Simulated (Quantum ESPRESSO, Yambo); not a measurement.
# Quasiparticle gap of BaAlGeH (P3m1) in Yambo, part 2 of 3

Aim: the G0W0 gap of BaAlGeH (P3m1) on PBEsol, step by step.

Quantum ESPRESSO 7.5 and Yambo 5.3.0; PBEsol and many-body steps on it, plane waves. Known limits of the many-body steps: not at the basis limit; exchange with frozen shells missing; no spin-orbit coupling; coarse k mesh.

So far. Step 2 (Ground state): The gap is indirect, with the least direct gap 0.52 eV higher. Step 3 (Bands along the symmetry lines): The gap is 0.744 eV, −0.041 eV from the run before at this level.

## 4. Empty states on the mesh, 3×3×4 mesh, 81 bands

Level of this step: DFT, PBEsol, plane waves, norm-conserving pseudopotentials (Quantum ESPRESSO).

The sums over transitions need many empty states on a uniform mesh; this step solves for them.

pw.in reads:

```
&control
  calculation = 'nscf'
  prefix = 'x'
  outdir = 'o'
  pseudo_dir = 'pseudo'
/
&system
  ibrav = 0
  nat = 4
  ntyp = 4
  ecutwfc = 70.0
  nbnd = 81
  force_symmorphic = .true.
/
&electrons
  conv_thr = 1e-9
  electron_maxstep = 80
  diago_full_acc = .true.
  diago_thr_init = 5e-6
/
ATOMIC_SPECIES
  Ba 137.33 Ba.upf
  Al 26.982 Al.upf
  Ge 72.63 Ge.upf
  H 1.008 H.upf
CELL_PARAMETERS angstrom
  4.3448400000 -0.0000000000 0.0000000000
  -2.1724200000 3.7627418154 0.0000000000
  0.0000000000 0.0000000000 5.2160600000
ATOMIC_POSITIONS crystal
  Ba 0.0000000000 0.0000000000 0.0000000000
  Al 0.6666666667 0.3333333333 0.5395000000
  Ge 0.3333333333 0.6666666667 0.4551000000
  H 0.6666666667 0.3333333333 0.8703000000
K_POINTS automatic
  3 3 4 0 0 0
```

On the command line:

```console
> OMP_NUM_THREADS=1 mpirun -n 4 pw.x -nk 4 -in pw.in > pw.out
```

What it wrote:

```text
[banner, memory and clock lines left out]
Program PWSCF v.7.5 starts

     Atomic positions and unit cell read from directory:
     o/x.save/

     Message from routine setup:
     using ibrav=0 with symmetry is DISCOURAGED, use correct ibrav instead

     G-vector sticks info

     bravais-lattice index     =            0
     lattice parameter (alat)  =       8.2106  a.u.
     unit-cell volume          =     575.4630 (a.u.)^3
     number of atoms/cell      =            4
     number of atomic types    =            4
     number of electrons       =        28.00
     number of Kohn-Sham states=           81
     kinetic-energy cutoff     =      70.0000  Ry
     charge density cutoff     =     280.0000  Ry
     Exchange-correlation= PBESOL
                           (   1   4  10   8   0   0   0)

     celldm(1)=   8.210558  celldm(2)=   0.000000  celldm(3)=   0.000000
     celldm(4)=   0.000000  celldm(5)=   0.000000  celldm(6)=   0.000000

     crystal axes: (cart. coord. in units of alat)
               a(1) = (   1.000000  -0.000000   0.000000 )
               a(2) = (  -0.500000   0.866025   0.000000 )
               a(3) = (   0.000000   0.000000   1.200518 )

     reciprocal axes: (cart. coord. in units 2 pi/alat)
               b(1) = (  1.000000  0.577350 -0.000000 )
               b(2) = (  0.000000  1.154701 -0.000000 )
               b(3) = ( -0.000000 -0.000000  0.832974 )
     Pseudo is Norm-conserving + core correction, Zval = 10.0
     Generated using ONCVPSP code by D. R. Hamann
     Using radial grid of 1936 points,  6 beta functions with:
     Pseudo is Norm-conserving + core correction, Zval =  3.0
     Generated using ONCVPSP code by D. R. Hamann
     Using radial grid of 1876 points,  6 beta functions with:
     Pseudo is Norm-conserving + core correction, Zval = 14.0
     Generated using ONCVPSP code by D. R. Hamann
     Using radial grid of 1560 points,  6 beta functions with:
     Pseudo is Norm-conserving, Zval =  1.0
     Generated using ONCVPSP code by D. R. Hamann
     Using radial grid of 1180 points,  3 beta functions with:
     Ba               10.00   137.33000     Ba( 1.00)
     Al                3.00    26.98200     Al( 1.00)
     Ge               14.00    72.63000     Ge( 1.00)
     H                 1.00     1.00800     H ( 1.00)

      6 Sym. Ops. (no inversion) found

   Cartesian axes

     site n.     atom                  positions (alat units)
         1        Ba     tau(   1) = (   0.0000000   0.0000000   0.0000000  )
         2        Al     tau(   2) = (   0.5000000   0.2886751   0.6476796  )
         3        Ge     tau(   3) = (  -0.0000000   0.5773503   0.5463559  )
         4        H      tau(   4) = (   0.5000000   0.2886751   1.0448111  )

     number of k points=    10
                       cart. coord. in units 2pi/alat
        k(    1) = (   0.0000000   0.0000000   0.0000000), wk =   0.0555556
        k(    2) = (   0.0000000   0.0000000   0.2082434), wk =   0.1111111
        k(    3) = (   0.0000000   0.0000000  -0.4164868), wk =   0.0555556
[...]
k(    9) = (   0.3333333   0.5773503  -0.4164868), wk =   0.1111111
        k(   10) = (   0.0000000  -0.3849002   0.2082434), wk =   0.3333333

     Dense  grid:    45473 G-vectors     FFT dimensions: (  45,  45,  54)

     The potential is recalculated from file :
     o/x.save/charge-density

     Starting wfcs are   19 randomized atomic wfcs +   62 random wfcs

     Band Structure Calculation

     End of band structure calculation

          k = 0.0000 0.0000 0.0000 (  5655 PWs)   bands (ev):

   -19.4255 -15.4969 -15.4969 -15.4343 -15.4343 -15.4240  -4.7918  -4.4193
    -4.4193  -1.3993   3.6047   7.0909   7.4387   7.4387   8.9917  11.1643
    11.1643  12.2192  12.2192  12.2678  12.2678  12.3336  12.9562  15.0590
[...]
48.8356

          k = 0.0000 0.0000 0.2082 (  5654 PWs)   bands (ev):

[...]
47.7471

          k = 0.0000 0.0000-0.4165 (  5678 PWs)   bands (ev):

[...]
40.7474  41.5018  41.5018  41.8499  42.2080  42.2080  42.3687  42.8449
    43.4009  43.4009  44.1476  44.1476  44.6794  45.3559  45.3559  45.3831
    45.8058

          k = 0.0000 0.3849 0.0000 (  5697 PWs)   bands (ev):

     [... further k-points ...]

     highest occupied, lowest unoccupied level (ev):     7.8633    8.7960

     XML data file, pseudopotentials, collected wavefunctions
```

Elapsed: 12 s, on 4 MPI ranks of Arm Neoverse V1, shared host; peak memory 0.38 GiB.

Numbers from this step:

```yaml
gap: 0.9327 eV
k_of_the_valence_top: 0, 0, -0.5
k_of_the_conduction_bottom: 0, -0.3333, 0.25
least_direct_gap: 1.325 eV
k_points_computed: 10
lowest_point_of_the_top_converged_band_above_the_valence_top: 37.94 eV
```

On this mesh the gap is 0.933 eV. The earlier step found 0.785 eV, so this mesh misses an edge.

## 5. Conversion and set-up

This step: Yambo 5.3.0; conversion and set-up on PBEsol, plane waves, norm-conserving pseudopotentials.

The states are converted to the many-body program's format and the q mesh is built.

On the command line:

```console
> (cd o/x.save; p2y > p2y.log; mv SAVE ../..); yambo > setup.log
```

What it wrote:

```text
 Yambo, version 5.3.0

 [02] CORE Variables Setup
 =========================

  [02.01] Unit cells
  ==================

  Cell kind             :  HCP
  Atoms in the cell     :  Ba  Al  Ge  H
  number of Ba atoms    :  1
  number of Al atoms    :  1
  number of Ge atoms    :  1
  number of H  atoms    :  1

  List of atomic masses
  Mass of Ba    :  137.3300
  Mass of Al    :  26.98200
  Mass of Ge    :  72.63000
  Mass of H     :  1.008000

  List of atomic coordinates    : [cc]
  Ba1       :  0.000000  0.000000  0.000000  order 1
  Al1       :  4.105279  2.370184  5.317811  order 2
  Ge1       : -0.41053E-09   4.7404       4.4859      order 3
  H1       :  4.105279  2.370184  8.578482  order 4

  Alat factors          :  8.210558  7.110552  9.856925 [a.u.]
  Direct lattice volume :  575.4630 [a.u.]
  Direct lattice vectors:  A[ 1 ]  A[ 2 ]  A[ 3 ]
   A[ 1 ]:  1.000000 -0.000000  0.000000  [iru]
   8.210558 -0.000000  0.000000  [cc]
   A[ 2 ]: -0.500000  1.000000  0.000000  [iru]
  -4.105279  7.110552  0.000000  [cc]
   A[ 3 ]:  0.000000  0.000000  1.000000  [iru]
   0.000000  0.000000  9.856925  [cc]

  Recip. lattice volume :  0.431045 [a.u.]
  Recip. lattice vectors:  B[ 1 ]  B[ 2 ]  B[ 3 ]
   B[ 1 ]:  1.000000  0.500000  0.000000  [iku]
   0.765257  0.441821 -0.000000  [cc]
   B[ 2 ]:  0.000000  1.000000  0.000000  [iku]
   0.000000  0.883642 -0.000000  [cc]
   B[ 3 ]:  0.000000  0.000000  1.000000  [iku]
  -0.000000 -0.000000  0.637439  [cc]

  [02.02] Symmetries
  ==================

  Inversion symmetry    : yes
  Spatial inversion     : no
  Inversion index       :   7
  K-space Time-reversal : yes
  Magnetic symmetries   : no
  Time-reversal derived K-space symmetries:   7  12
  Group table correct   : yes
  Symmetries units      :  [cc]

   [S  1]:   1.0000       0.0000       0.0000     -0.12996E-16   1.0000       0.0000       0.0000       0.0000       1.0000
   [S  2]: -0.500000  0.866025  0.000000 -0.866025 -0.500000  0.000000  0.000000  0.000000  1.000000
   [S  3]: -0.500000 -0.866025  0.000000  0.866025 -0.500000  0.000000  0.000000  0.000000  1.000000
   [S  4]:  -1.0000       0.0000       0.0000      0.12996E-16   1.0000       0.0000       0.0000       0.0000       1.0000
   [S  5]:  0.500000  0.866025  0.000000  0.866025 -0.500000  0.000000  0.000000  0.000000  1.000000
   [S  6]:  0.500000 -0.866025  0.000000 -0.866025 -0.500000  0.000000  0.000000  0.000000  1.000000
   [S* 7]:  -1.0000      -0.0000      -0.0000      0.12996E-16  -1.0000      -0.0000      -0.0000      -0.0000      -1.0000
   [S* 8]:  0.500000 -0.866025 -0.000000  0.866025  0.500000 -0.000000 -0.000000 -0.000000 -1.000000
   [S* 9]:  0.500000  0.866025 -0.000000 -0.866025  0.500000 -0.000000 -0.000000 -0.000000 -1.000000
   [S*10]:   1.0000      -0.0000      -0.0000     -0.12996E-16  -1.0000      -0.0000      -0.0000      -0.0000      -1.0000
[...]
Grid dimensions      :   4   3   3
  K lattice UC volume  :  0.011973 [a.u.]

  IBZ K-points                                      :  10
  BZ  K-points                                      :   36

  K/Q-points units:
  rlu = crystal or reduced units; cc = cartesian coordinates; iku = interal k-units

  K [ 1]         [rlu]:  0.000000  0.000000  0.000000
         WF components:   5655
  K [ 2]         [rlu]:  0.000000  0.000000  0.250000
         WF components:   5654
  K [ 3]         [rlu]:  0.000000  0.000000 -0.500000
         WF components:   5678
[...]
K [ 8]         [rlu]:  0.333333  0.333333  0.250000
[...]
K [ 9]         [rlu]:  0.333333  0.333333 -0.500000
         WF components:   5718
  K [10]         [rlu]:  0.000000 -0.333333  0.250000
         WF components:   5698

  [02.05] Energies & Occupations
  ==============================

  [X] === General ===
  [X] Electronic Temperature                        :  0.000000  0.000000 [eV K]
  [X] Bosonic    Temperature                        :  0.000000  0.000000 [eV K]
  [X] Finite Temperature mode                       : no
  [X] El. density                                   :  0.32835E+24 [cm-3]
  [X] Fermi Level                                   :  7.863334 [eV]

  [X] === Gaps and Widths ===
  [X] Conduction Band Min                           :  0.932700 [eV]
  [X] Valence Band Max                              :  0.000000 [eV]
  [X] Filled Bands                                  :  14
  [X] Empty Bands                                   :   15   81
  [X] Direct Gap                                    :  1.324682 [eV]
  [X] Direct Gap localized at k                     :  10
  [X] Indirect Gap                                  :  0.932700 [eV]
  [X] Indirect Gap between kpts                     :   3  10
  [X] Last valence band width                       :  0.927907 [eV]
  [X] 1st conduction band width                     :  2.208528 [eV]

  E @ K [ 1]:  [eV]
  -27.28880 -23.36028 -23.36028 -23.29766 -23.29766 -23.28737 -12.65510 -12.28263
[...]
occ @ K [ 1]
[...]
E @ K [ 2]:  [eV]
[...]
occ @ K [ 2]
[...]
E @ K [ 3]:  [eV]
[...]
occ @ K [ 3]
[...]
E @ K [ 8]:  [eV]
[...]
occ @ K [ 8]
[...]
E @ K [ 9]:  [eV]
[...]
occ @ K [ 9]
[...]
E @ K [10]:  [eV]
[...]
occ @ K [10]
[...]
0.000000  0.000000  0.000000  0.000000  0.000000  0.000000  0.000000  0.000000
   0.000000  0.000000  0.000000  0.000000  0.000000  0.000000  0.000000  0.000000

 [03] Transferred momenta grid and indexing
 ==========================================

 IBZ Q-points                                      :  10
 BZ  Q-points                                      :   36

 K/Q-points units:
 rlu = crystal or reduced units; cc = cartesian coordinates; iku = interal k-units

 Q [ 1]         [rlu]:  0.000000  0.000000  0.000000
 Q [ 2]         [rlu]:  0.000000  0.000000  0.250000
 Q [ 3]         [rlu]:  0.000000  0.000000 -0.500000
[...]
Q [ 8]         [rlu]:  0.333333  0.333333  0.250000
 Q [ 9]         [rlu]:  0.333333  0.333333 -0.500000
 Q [10]         [rlu]:  0.50022E-17 -0.33333      0.25000

  [03.01] X indexes
  =================

   [03.01.01] Sigma indexes
   ========================

 [06] Game Over & Game summary
```

Run time: 3.3 s. Hardware: 1 MPI rank; peak memory 0.24 GiB.

(Continued in part 3 of 3.)

[Paths, hosts, dates, memory and timing lines, banners, echoed tables and standing remarks are left out of the program output.]

[Logs are printed without paths, hosts, clocks, repeated set-up lines and the standing remarks that a program may print on its own settings, such as how far it seeks lower states.]

[Runs of the session that timed out or met a known fault of the program may be left out.]

[Hosts, paths, dates, database ids (printed as entryN), source tags and the programs' standing remarks are cut or masked in the printed files.]
